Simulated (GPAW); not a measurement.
The O K edge of atom 3 in ZrPbO3 (Pm-3m), with 2 Zr at 2.10 Å (linear, site symmetry 4/mmm), was computed in 2 ways: full core hole (charged cell) and no core hole. Program and functional: GPAW, LDA, without spin-orbit coupling, Gaussian full width 0.9 eV up to 4 eV, rising linearly to 3.5 eV at 25 eV; cells of 5 and 20 atoms (the run without a hole in the smaller).

Each run is counted from its own lowest empty level or Fermi level and scaled to a mean of 1 over its first 20 eV.

```tsv
E (eV)	run 1	run 2
-2.0	0.00	0.00
-1.0	0.00	0.00
0.0	0.18	0.01
1.0	1.82	0.47
2.0	2.05	1.89
3.0	0.75	2.41
4.0	0.30	1.64
5.0	0.76	0.32
6.0	0.73	0.16
7.0	1.29	0.59
8.0	1.50	0.91
9.0	1.39	1.15
10.0	1.37	1.58
11.0	1.17	1.59
12.0	0.72	1.18
13.0	0.63	0.69
14.0	0.85	0.57
15.0	1.12	0.76
16.0	1.19	1.09
17.0	0.93	1.19
18.0	0.62	0.92
19.0	0.45	0.58
20.0	0.38	0.38
21.0	0.38	0.33
22.0	0.44	0.35
23.0	0.54	0.40
24.0	0.63	0.44
25.0	0.68	0.46
26.0	0.76	0.48
27.0	0.94	0.54
28.0	1.17	0.66
29.0	1.37	0.81
30.0	1.43	0.97
31.0	1.31	1.06
32.0	1.09	1.06
```

Which run is which?

Run 1: full core hole (charged cell) (area from −2 to 6 eV 6.2, main maxima 1.6 eV (2.57), 5.3 eV (0.86), 7.8 eV (1.52) and 15.7 eV (1.21)). Run 2: no core hole (area from −2 to 6 eV 6.8, main maxima 2.5 eV (2.61), 10.5 eV (1.65) and 16.8 eV (1.21)). With each curve scaled to its own mean, the area from −2 to 6 eV with the hole is 6.2 against 6.8, and the centre of weight from −1 to 20 eV moves by -0.3 eV (first and strongest maxima below 20 eV: 2.5 eV (2.61), 10.5 eV (1.65) and 16.8 eV (1.21) without the hole, 1.6 eV (2.57), 7.8 eV (1.52) and 15.7 eV (1.21) with it), while the pattern of peaks shifts by -1.2 eV: the weight at the onset falls, probably as the absorber's own filled states drop away from the neighbours' empty ones and mix less with them.

[Banner, clock and machine lines of the logs are left out without a mark of their own.]

[Logs are printed without paths, hosts, clocks, repeated set-up lines and the standing remarks that a program may print on its own settings, such as how far it seeks lower states.]

[Hosts, paths, dates, database ids (printed as entryN), source tags and the programs' standing remarks are cut or masked in the printed files.]

[Lists of maxima count a maximum above −3 eV only where it reaches 4 % of the highest in the window and stands out from its surroundings by 2 % of it (1.5 % where it reaches 55 %); shoulders and weaker maxima are passed over, and of the rest the first, up to two pre-edge ones and the few strongest are named.]
